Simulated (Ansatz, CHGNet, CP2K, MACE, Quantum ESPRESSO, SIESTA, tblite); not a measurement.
## Twisted Zr2CO2 MXene bilayer, 38.21° (70 atoms): runs against a plane-wave reference

The cell holds 70 atoms: 14 C, 28 Zr and 28 O. Cell: a = 8.757 Å, b = 8.757 Å, c = 28.150 Å, α = 90.0°, β = 90.0°, γ = 120.0°. It derives from Zr2CO2 (Zr2CO2 MXene). Zr2CO2 MXene (a = 3.31 Å) under Zr2CO2 MXene (a = 3.31 Å), bilayer, commensurate cell of 7 unit cells a layer, twist 38.21 deg; facing planes 2.95 Å apart; 16 Å of vacuum; layers as built, displaced by a Gaussian of 0.01 Å. Then every atom was moved at random, 0.02 Å r.m.s. a Cartesian component. Regions: layer 1, 35 atoms (7 C, 14 Zr and 14 O); layer 2, 35 atoms (7 C, 14 Zr and 14 O). Vacuum lies along c.

Geometry: as built.

The reference, a calculation:

```
method                                           : Kohn-Sham DFT, PBE, PAW, plane waves (Ansatz 0.2.0); cutoff 420 eV, Γ point, fermi-dirac smearing of 0.05 eV; PAW set soft_2
r.m.s. force component                           : 0.4491 eV/Å
longest force                                    : 1.853 eV/Å
gap (highest filled to lowest empty level) : 1.422 eV
SCF cycles                                       : 11
time                                             : 17 s on 4 threads of Intel Xeon Platinum 8375C at 2.90GHz (Ice Lake), shared host
CPU time                                         : 61 s
```

Runs, in no order:
A. MACE MP-0b3 medium potential: machine-learned interatomic potential MACE MP-0b3 medium, trained on PBE(+U) plane-wave data
B. SIESTA PBE, DZP, shift 0.01 Ry, mesh 500 Ry: Kohn-Sham DFT, PBE, PseudoDojo 0.4.1 norm-conserving pseudopotentials (converted to PSML), numerical atomic orbitals (DZP), diagonalisation
C. QE PBE, sssp-1.3.0-efficiency, 60/480 Ry: Kohn-Sham DFT, PBE, SSSP efficiency 1.3.0 pseudopotentials, plane waves
D. MACE MP-0b2 small potential: machine-learned interatomic potential MACE MP-0b2 small, trained on PBE(+U) plane-wave data

Q: Order them from the smallest to the largest r.m.s. force difference.

C, B, A, D.

```tsv
run	Δ force, r.m.s. (meV/Å)	share of r.m.s. force (%)	CPU time
C. QE PBE, sssp-1.3.0-efficiency, 60/480 Ry	10.2	2.27	39 min
B. SIESTA PBE, DZP, shift 0.01 Ry, mesh 500 Ry	97.5	21.7	7.8 min
A. MACE MP-0b3 medium potential	276	61.4	11 s
D. MACE MP-0b2 small potential	476	106	11 s
```

Machine-learned potentials mimic data converged in k, so the reference's own k-point error enters their differences. The electronic-structure runs sample only Γ, in a cell whose shortest periodic width is 8 Å.

[Logs are printed without paths, hosts, clocks, repeated set-up lines and the standing remarks that a program may print on its own settings, such as how far it seeks lower states.]

[Hosts, paths, dates, database ids (printed as entryN), source tags and the programs' standing remarks are cut or masked in the printed files.]
